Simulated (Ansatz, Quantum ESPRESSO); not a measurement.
# CeSb (Fm-3m): zone-centre phonons

Aim: the zone-centre modes of CeSb (Fm-3m).

Calculated with Quantum ESPRESSO 7.5; DFT PBEsol, scalar-relativistic, plane waves, PseudoDojo norm-conserving, 4f in core pseudopotentials.

The database entry behind the starting cell differs from later determinations by our own check (about 0.3 % short), so it need not match the best structure at ambient conditions.

### Step 1. Set-up

It takes space group Fm-3m (No. 225, cubic). Conventional cell: a = 6.399 Å, b = 6.399 Å, c = 6.399 Å, α = 90.00°, β = 90.00°, γ = 90.00°. Nearest to Ce lie 6 Sb at 3.20 Å. Nearest to Sb lie 6 Ce at 3.20 Å. Farther neighbours are not listed.

### Step 2. A first look

A cheap run with smearing and empty bands tells whether the crystal has a gap, which decides between fixed occupations and smearing later on.

Contents of probe.in:

```
&control
   calculation = 'scf'
   prefix = 'x'
   outdir = './tmp'
   pseudo_dir = './pseudo'
   tprnfor = .true.
   tstress = .true.
   verbosity = 'high'
/
&system
   ibrav = 0
   nat = 2
   ntyp = 2
   ecutwfc = 72.0
   input_dft = 'pbesol'
   occupations = 'smearing'
   smearing = 'gaussian'
   degauss = 0.01
/
&electrons
   conv_thr = 1.0d-07
   mixing_beta = 0.7
   electron_maxstep = 100
/
ATOMIC_SPECIES
 Ce    140.1160  Ce.upf
 Sb    121.7600  Sb.upf
CELL_PARAMETERS angstrom
    -3.199500000    0.000000000    3.199500000
     0.000000000    3.199500000    3.199500000
    -3.199500000    3.199500000    0.000000000
ATOMIC_POSITIONS crystal
 Ce     0.000000000   0.000000000   0.000000000
 Sb     0.500000000   0.500000000   0.500000000
K_POINTS automatic
 6 6 6 0 0 0
```

Started as:

```bash
OMP_NUM_THREADS=1 mpirun -n 4 pw.x -nk 4 -in probe.in > probe.out
```

The program printed:

```text
[banners, grids, parts of the stress and lines that vanish by symmetry left out]
Program PWSCF v.7.5
     IMPORTANT: XC functional enforced from input :
     Exchange-correlation= PBESOL
                           (   1   4  10   8   0   0   0)
[...]
kinetic-energy cutoff     =      72.0000  Ry
     charge density cutoff     =     288.0000  Ry
     scf convergence threshold =      1.0E-07
[...]
Exchange-correlation= PBESOL
                           (   1   4  10   8   0   0   0)
[...]
48 Sym. Ops., with inversion, found
[...]
(     0          1          0      )
                  (     0          0          1      )
[...]
(  0.0000000  1.0000000  0.0000000 )
                  ( -0.0000000 -0.0000000  1.0000000 )
[...]
(     1          0         -1      )
[...]
( -0.0000000 -1.0000000 -0.0000000 )
[...]
(     0          1         -1      )
                  (     0          1          0      )
[...]
( -1.0000000  0.0000000  0.0000000 )
                  (  0.0000000  1.0000000 -0.0000000 )
[...]
number of k points=    16  Gaussian smearing, width (Ry)=  0.0100
[...]
End of self-consistent calculation
[...]
the Fermi energy is    10.1901 ev
!    total energy              =    -253.08341342 Ry
[...]
convergence has been achieved in   6 iterations
[...]
atom    1 type  1   force =     0.00000000    0.00000000   -0.00000000
     atom    2 type  2   force =     0.00000000    0.00000000    0.00000000
[...]
Total force =     0.000000     Total SCF correction =     0.000000
[...]
total   stress  (Ry/bohr**3)                   (kbar)     P=       -5.80
[...]
XML data file, charge density, pseudopotentials, collected wavefunctions

   JOB DONE.
```

Elapsed: 4.6 s, on 4 MPI ranks of Arm Neoverse V2, shared host.

Read from the output:

- volume per atom: 32.75 Å³
- pressure: -0.58 GPa
- gap on the k-mesh: 0 eV

No gap opens on this mesh, so smearing is kept; the start stands at -0.58 GPa.

### Step 3. Relaxation

Frequencies change by per cents with a per cent of volume, so the structure is first brought to rest at this level of theory.

Contents of relax.in:

```
&control
   calculation = 'vc-relax'
   prefix = 'x'
   outdir = './tmp'
   pseudo_dir = './pseudo'
   tprnfor = .true.
   tstress = .true.
   forc_conv_thr = 2.0d-05
   etot_conv_thr = 1.0d-07
   nstep = 40
/
&system
   ibrav = 0
   nat = 2
   ntyp = 2
   ecutwfc = 72.0
   input_dft = 'pbesol'
   occupations = 'smearing'
   smearing = 'mv'
   degauss = 0.02
/
&electrons
   conv_thr = 1.0d-11
   mixing_beta = 0.7
   electron_maxstep = 100
/
&ions
/
&cell
   press_conv_thr = 0.1
/
ATOMIC_SPECIES
 Ce    140.1160  Ce.upf
 Sb    121.7600  Sb.upf
CELL_PARAMETERS angstrom
    -3.199500000    0.000000000    3.199500000
     0.000000000    3.199500000    3.199500000
    -3.199500000    3.199500000    0.000000000
ATOMIC_POSITIONS crystal
 Ce     0.000000000   0.000000000   0.000000000
 Sb     0.500000000   0.500000000   0.500000000
K_POINTS automatic
 8 8 8 0 0 0
```

Started as:

```bash
OMP_NUM_THREADS=1 mpirun -n 4 pw.x -nk 4 -in relax.in > relax.out
```

The program printed:

```text
[banners, grids, parts of the stress and lines that vanish by symmetry left out]
[banner, memory and clock lines left out]
Program PWSCF v.7.5

[...]
Exchange-correlation= PBESOL
                           (   1   4  10   8   0   0   0)
[...]
kinetic-energy cutoff     =      72.0000  Ry
     charge density cutoff     =     288.0000  Ry
     scf convergence threshold =      1.0E-11
[...]
energy convergence thresh.=      1.0E-07
     force convergence thresh. =      2.0E-05
     press convergence thresh. =      1.0E-01
     Exchange-correlation= PBESOL
                           (   1   4  10   8   0   0   0)
[...]
48 Sym. Ops., with inversion, found
[...]
number of k points=    29  Marzari-Vanderbilt smearing, width (Ry)=  0.0200
[...]
End of self-consistent calculation
[...]
the Fermi energy is    10.2658 ev
!    total energy              =    -253.08347970 Ry
[...]
convergence has been achieved in  10 iterations
[...]
atom    1 type  1   force =     0.00000000    0.00000000   -0.00000000
     atom    2 type  2   force =     0.00000000    0.00000000   -0.00000000
     Total force =     0.000000     Total SCF correction =     0.000000
[...]
total   stress  (Ry/bohr**3)                   (kbar)     P=       -5.46
[...]
number of bfgs steps    =   0
[...]
CELL_PARAMETERS (angstrom)
[...]
ATOMIC_POSITIONS (crystal)
Ce              -0.0000000000        0.0000000000        0.0000000000
Sb               0.5000000000        0.5000000000        0.5000000000
[...]
New effective cutoffs (rho, wfc):  287.80   72.13
[...]
End of self-consistent calculation
[...]
the Fermi energy is    10.3032 ev
!    total energy              =    -253.08351737 Ry
[...]
convergence has been achieved in   6 iterations
[...]
atom    1 type  1   force =    -0.00000000   -0.00000000    0.00000000
     atom    2 type  2   force =     0.00000000    0.00000000    0.00000000
     Total force =     0.000000     Total SCF correction =     0.000000
[...]
total   stress  (Ry/bohr**3)                   (kbar)     P=       -3.56
[...]
number of bfgs steps    =   1
[...]
CELL_PARAMETERS (angstrom)
[...]
ATOMIC_POSITIONS (crystal)
Ce               0.0000000000       -0.0000000000       -0.0000000000
Sb               0.5000000000        0.5000000000        0.5000000000
[...]
New effective cutoffs (rho, wfc):  288.60   72.33
[...]
End of self-consistent calculation
[...]
the Fermi energy is    10.3596 ev
!    total energy              =    -253.08354398 Ry
[...]
convergence has been achieved in   7 iterations
[...]
atom    1 type  1   force =     0.00000000    0.00000000    0.00000000
     atom    2 type  2   force =     0.00000000    0.00000000    0.00000000
     Total force =     0.000000     Total SCF correction =     0.000000
[...]
total   stress  (Ry/bohr**3)                   (kbar)     P=       -0.69
[...]
number of bfgs steps    =   2
[...]
CELL_PARAMETERS (angstrom)
[...]
ATOMIC_POSITIONS (crystal)
[...]
New effective cutoffs (rho, wfc):  288.79   72.38
[...]
End of self-consistent calculation
[...]
the Fermi energy is    10.3731 ev
!    total energy              =    -253.08354501 Ry
[...]
convergence has been achieved in   6 iterations
[...]
atom    1 type  1   force =    -0.00000000   -0.00000000   -0.00000000
     atom    2 type  2   force =     0.00000000    0.00000000    0.00000000
     Total force =     0.000000     Total SCF correction =     0.000000
[...]
total   stress  (Ry/bohr**3)                   (kbar)     P=        0.00
[...]
number of bfgs steps    =   3
[...]
small trust_radius: resetting bfgs history
[...]
CELL_PARAMETERS (angstrom)
[...]
ATOMIC_POSITIONS (crystal)
[...]
New effective cutoffs (rho, wfc):  288.79   72.38
[...]
End of self-consistent calculation
[...]
the Fermi energy is    10.3731 ev
!    total energy              =    -253.08354501 Ry
[...]
convergence has been achieved in   3 iterations
[...]
atom    1 type  1   force =     0.00000000   -0.00000000    0.00000000
     atom    2 type  2   force =     0.00000000    0.00000000    0.00000000
     Total force =     0.000000     Total SCF correction =     0.000000
[...]
total   stress  (Ry/bohr**3)                   (kbar)     P=        0.00
[...]
bfgs converged in   5 scf cycles and   4 bfgs steps
[...]
End of BFGS Geometry Optimization
     Final enthalpy           =    -253.0835450100 Ry
     File ./tmp/x.bfgs deleted, as requested
[...]
CELL_PARAMETERS (angstrom)
[...]
ATOMIC_POSITIONS (crystal)
Ce               0.0000000000       -0.0000000000        0.0000000000
Sb               0.5000000000        0.5000000000        0.5000000000
[...]
Final scf calculation at the relaxed structure.
[...]
kinetic-energy cutoff     =      72.0000  Ry
     charge density cutoff     =     288.0000  Ry
     scf convergence threshold =      1.0E-13
[...]
press convergence thresh. =      1.0E-01
     Exchange-correlation= PBESOL
                           (   1   4  10   8   0   0   0)
[...]
48 Sym. Ops., with inversion, found
[...]
number of k points=    29  Marzari-Vanderbilt smearing, width (Ry)=  0.0200
[...]
End of self-consistent calculation
[...]
the Fermi energy is    10.3731 ev
!    total energy              =    -253.08338285 Ry
[...]
convergence has been achieved in  11 iterations
[...]
atom    1 type  1   force =     0.00000000    0.00000000    0.00000000
     atom    2 type  2   force =     0.00000000    0.00000000    0.00000000
     Total force =     0.000000     Total SCF correction =     0.000000
[...]
total   stress  (Ry/bohr**3)                   (kbar)     P=       -0.74
[...]
XML data file, charge density, pseudopotentials, collected wavefunctions
```

The job ended after 48 s (4 MPI ranks).

The steps of the relaxation:

| step | energy less that of the first step (eV) | largest force (eV/Å) | pressure (GPa) | volume (Å³) |
| --- | --- | --- | --- | --- |
| 1 | 0.0000 | 0.0000 | -0.55 | 65.51 |
| 2 | -0.0005 | 0.0000 | -0.36 | 65.32 |
| 3 | -0.0009 | 0.0000 | -0.07 | 65.05 |
| 4 | -0.0009 | 0.0000 | 0.00 | 64.99 |
| 5 | -0.0009 | 0.0000 | 0.00 | 64.99 |
| 6 | 0.0013 | 0.0000 | -0.07 | 64.99 |

| conventional cell, symmetrised | before | after | change |
| --- | --- | --- | --- |
| a (Å) | 6.399 | 6.382 | -0.3 % |
| b (Å) | 6.399 | 6.382 | -0.3 % |
| c (Å) | 6.399 | 6.382 | -0.3 % |
| volume (Å³/atom) | 32.75 | 32.49 | -0.8 % |

Final coordinates:

```cif
data_structure
_symmetry_space_group_name_H-M 'P 1'
_symmetry_Int_Tables_number 1
_cell_length_a 4.5128
_cell_length_b 4.5128
_cell_length_c 4.5128
_cell_angle_alpha 60.000
_cell_angle_beta 60.000
_cell_angle_gamma 60.000
_cell_volume 64.99
loop_
_atom_site_label
_atom_site_type_symbol
_atom_site_fract_x
_atom_site_fract_y
_atom_site_fract_z
_atom_site_occupancy
Ce1 Ce 0.00000 0.00000 0.00000 1
Sb2 Sb 0.50000 0.50000 0.50000 1
```

The last row of the table of steps is pw.x's closing run on a basis chosen anew for the final cell, so its energy can jump.

This step gave:

```yaml
volume_per_atom: 32.49 Å³
pressure: -0.074 GPa
```

The volume changes by -0.8 % from the cell with which this run began.

### Step 4. Ground state

Perturbation theory inherits every error of the wavefunctions, so the threshold is set near the limit of the arithmetic. Smearing stays on, as the first look found no gap above 0.3 eV.

Contents of scf.in:

```
&control
   calculation = 'scf'
   prefix = 'x'
   outdir = './tmp'
   pseudo_dir = './pseudo'
   tprnfor = .true.
   tstress = .true.
/
&system
   ibrav = 0
   nat = 2
   ntyp = 2
   ecutwfc = 72.0
   input_dft = 'pbesol'
   occupations = 'smearing'
   smearing = 'mv'
   degauss = 0.02
/
&electrons
   conv_thr = 1.0d-12
   mixing_beta = 0.7
   electron_maxstep = 100
/
ATOMIC_SPECIES
 Ce    140.1160  Ce.upf
 Sb    121.7600  Sb.upf
CELL_PARAMETERS angstrom
    -3.191017022    0.000000000    3.191017022
     0.000000000    3.191017022    3.191017022
    -3.191017022    3.191017022    0.000000000
ATOMIC_POSITIONS crystal
 Ce     0.000000000   0.000000000   0.000000000
 Sb     0.500000000   0.500000000   0.500000000
K_POINTS automatic
 8 8 8 0 0 0
```

Started as:

```bash
OMP_NUM_THREADS=1 mpirun -n 4 pw.x -nk 4 -in scf.in > scf.out
```

The program printed:

```text
[banners, grids, parts of the stress and lines that vanish by symmetry left out]
[banner, memory and clock lines left out]
Program PWSCF v.7.5

[...]
Exchange-correlation= PBESOL
                           (   1   4  10   8   0   0   0)
[...]
kinetic-energy cutoff     =      72.0000  Ry
     charge density cutoff     =     288.0000  Ry
     scf convergence threshold =      1.0E-12
[...]
Exchange-correlation= PBESOL
                           (   1   4  10   8   0   0   0)
[...]
48 Sym. Ops., with inversion, found
[...]
number of k points=    29  Marzari-Vanderbilt smearing, width (Ry)=  0.0200
[...]
End of self-consistent calculation
[...]
the Fermi energy is    10.3731 ev
!    total energy              =    -253.08338285 Ry
[...]
convergence has been achieved in  10 iterations
[...]
atom    1 type  1   force =    -0.00000000   -0.00000000    0.00000000
     atom    2 type  2   force =    -0.00000000   -0.00000000   -0.00000000
     Total force =     0.000000     Total SCF correction =     0.000000
[...]
total   stress  (Ry/bohr**3)                   (kbar)     P=       -0.74
[...]
XML data file, charge density, pseudopotentials, collected wavefunctions
```

Run time: 11 s. Hardware: 4 MPI ranks.

The cell stands at -0.074 GPa, close enough for phonons.

### Step 5. Zone-centre response

At q = 0 one unit cell holds all displacements; symmetry groups them into irreducible representations that are solved one by one. With smeared occupations no response to a homogeneous field can be asked.

Contents of ph.in:

```
phonons
&inputph
   prefix = 'x'
   outdir = './tmp'
   fildyn = 'g.dyn'
   tr2_ph = 1.0d-18
   alpha_mix(1) = 0.4
   nmix_ph = 8
/
0.000000000 0.000000000 0.000000000
```

Started as:

```bash
OMP_NUM_THREADS=1 mpirun -n 4 ph.x -nk 4 -in ph.in > ph.out
```

The program printed:

```text
[banners, grids, parts of the stress and lines that vanish by symmetry left out]
[banner, memory and clock lines left out]
Program PHONON v.7.5

     ./tmp/x.save/

     IMPORTANT: XC functional enforced from input :
     Exchange-correlation= PBESOL
                           (   1   4  10   8   0   0   0)
     Any further DFT definition will be discarded
     Please, verify this is what you really want

     G-vector sticks info

     Reading collected, re-writing distributed wavefunctions in ./tmp/

     Number and degeneracy of irreps per q-point
       N         xq(1)         xq(2)         xq(3)   N irreps
       1   0.000000000   0.000000000   0.000000000       2
        3   3

     Calculation of q =    0.0000000   0.0000000   0.0000000

     phonons

     bravais-lattice index     =            0
     lattice parameter (alat)  =       8.5279  a.u.
     unit-cell volume          =     438.5448 (a.u.)^3
     number of atoms/cell      =            2
     number of atomic types    =            2
     kinetic-energy cut-off    =      72.0000  Ry
     charge density cut-off    =     288.0000  Ry
     convergence threshold     =      1.0E-18
     beta                      =       0.4000
     number of iterations used =            8
     Exchange-correlation= PBESOL
                           (   1   4  10   8   0   0   0)

     celldm(1)=    8.52792  celldm(2)=    0.00000  celldm(3)=    0.00000
     celldm(4)=    0.00000  celldm(5)=    0.00000  celldm(6)=    0.00000

     crystal axes: (cart. coord. in units of alat)
               a(1) = ( -0.7071  0.0000  0.7071 )
               a(2) = (  0.0000  0.7071  0.7071 )
               a(3) = ( -0.7071  0.7071  0.0000 )

     reciprocal axes: (cart. coord. in units 2 pi/alat)
               b(1) = ( -0.7071 -0.7071  0.7071 )
               b(2) = (  0.7071  0.7071  0.7071 )
               b(3) = ( -0.7071  0.7071 -0.7071 )

     Atoms inside the unit cell:

     Cartesian axes

     site n.  atom      mass           positions (alat units)
        1  Ce    140.1160   tau(    1) = (    0.00000    0.00000    0.00000  )
        2  Sb    121.7600   tau(    2) = (   -0.70711    0.70711    0.70711  )

     Computing dynamical matrix for
                    q = (   0.0000000   0.0000000   0.0000000 )

     49 Sym.Ops. (with q -> -q+G )

     G cutoff =  530.5407  (  36085 G-vectors)     FFT grid: ( 48, 48, 48)

     number of k points=    29  Marzari-Vanderbilt smearing, width (Ry)=  0.0200
                       cart. coord. in units 2pi/alat
        k(    1) = (   0.0000000   0.0000000   0.0000000), wk =   0.0039062
        k(    2) = (  -0.0883883   0.0883883  -0.0883883), wk =   0.0312500
        k(    3) = (  -0.1767767   0.1767767  -0.1767767), wk =   0.0312500
        [... further k-points left out ...]

     PseudoPot. # 1 for Ce read from file:
     ./pseudo/Ce.upf
     Pseudo is Norm-conserving + core correction, Zval = 11.0
     Using radial grid of 1804 points,  7 beta functions with:
                l(1) =   0
                l(2) =   0
                l(3) =   1
                l(4) =   1
                l(5) =   2
                l(6) =   2
                l(7) =   3

     PseudoPot. # 2 for Sb read from file:
     ./pseudo/Sb.upf
     Pseudo is Norm-conserving + core correction, Zval = 15.0
     Using radial grid of 1434 points,  6 beta functions with:
                l(1) =   0
                l(2) =   0
                l(3) =   1
                l(4) =   1
                l(5) =   2
                l(6) =   2

     Mode symmetry, O_h (m-3m)  point group:

     Atomic displacements:
     There are    2 irreducible representations

     Representation     1      3 modes -  To be done

     Representation     2      3 modes -  To be done

     Alpha used in Ewald sum =   2.8000

     Representation #   1 modes #   1   2   3

     Self-consistent Calculation
      thresh= 1.000E-02 alpha_mix =  0.400 |ddv_scf|^2 =  2.204E-06
      thresh= 1.484E-04 alpha_mix =  0.400 |ddv_scf|^2 =  1.863E-08
      thresh= 1.365E-05 alpha_mix =  0.400 |ddv_scf|^2 =  1.427E-09
      thresh= 3.778E-06 alpha_mix =  0.400 |ddv_scf|^2 =  1.520E-10
      thresh= 1.233E-06 alpha_mix =  0.400 |ddv_scf|^2 =  1.187E-12
      thresh= 1.090E-07 alpha_mix =  0.400 |ddv_scf|^2 =  9.433E-14
      thresh= 3.071E-08 alpha_mix =  0.400 |ddv_scf|^2 =  9.843E-15
      thresh= 9.921E-09 alpha_mix =  0.400 |ddv_scf|^2 =  6.754E-17
      thresh= 8.218E-10 alpha_mix =  0.400 |ddv_scf|^2 =  1.689E-18
      thresh= 1.299E-10 alpha_mix =  0.400 |ddv_scf|^2 =  1.197E-19

     End of self-consistent calculation

     Convergence has been achieved

     Representation #   2 modes #   4   5   6

     Self-consistent Calculation
      thresh= 1.000E-02 alpha_mix =  0.400 |ddv_scf|^2 =  2.690E-07
      thresh= 5.187E-05 alpha_mix =  0.400 |ddv_scf|^2 =  1.276E-08
      thresh= 1.130E-05 alpha_mix =  0.400 |ddv_scf|^2 =  6.273E-10
      thresh= 2.505E-06 alpha_mix =  0.400 |ddv_scf|^2 =  5.344E-11
      thresh= 7.311E-07 alpha_mix =  0.400 |ddv_scf|^2 =  7.226E-13
      thresh= 8.500E-08 alpha_mix =  0.400 |ddv_scf|^2 =  7.622E-15
      thresh= 8.731E-09 alpha_mix =  0.400 |ddv_scf|^2 =  9.683E-16
      thresh= 3.112E-09 alpha_mix =  0.400 |ddv_scf|^2 =  2.583E-17
      thresh= 5.082E-10 alpha_mix =  0.400 |ddv_scf|^2 =  2.156E-19

     End of self-consistent calculation

     Convergence has been achieved

     Number of q in the star =    1
     List of q in the star:
          1   0.000000000   0.000000000   0.000000000

     Diagonalizing the dynamical matrix

     q = (    0.000000000   0.000000000   0.000000000 )

 **************************************************************************
     freq (    1) =      -0.181986 [THz] =      -6.070391 [cm-1]
     freq (    2) =      -0.181986 [THz] =      -6.070391 [cm-1]
     freq (    3) =      -0.181986 [THz] =      -6.070391 [cm-1]
     freq (    4) =       4.192982 [THz] =     139.862813 [cm-1]
     freq (    5) =       4.192982 [THz] =     139.862813 [cm-1]
     freq (    6) =       4.192982 [THz] =     139.862813 [cm-1]
 **************************************************************************

     Mode symmetry, O_h (m-3m)  point group:

     freq (   1-   3) =         -6.1  [cm-1]   --> T_1u G_15  G_4- I
     freq (   4-   6) =        139.9  [cm-1]   --> T_1u G_15  G_4- I
```

Wall time 2.8 min (4 MPI ranks); 11 min of CPU time.

Read from the output:

```
largest acoustic frequency at the zone centre before the sum rule : -6.07 cm⁻¹
highest optical zone-centre mode (no LO-TO term)                  : 139.9 cm⁻¹
lowest optical zone-centre mode                                   : 139.9 cm⁻¹
```

The acoustic modes at Γ come out as far as 6.1 cm⁻¹ from zero, where they should vanish, a small numerical error.

(Part 1 of 2 ends here.)

[Host names and launcher messages were left out of these logs when they were recorded.]

[Logs are printed without paths, hosts, clocks, repeated set-up lines and the standing remarks that a program may print on its own settings, such as how far it seeks lower states.]

[Hosts, paths, dates, database ids (printed as entryN), source tags and the programs' standing remarks are cut or masked in the printed files.]
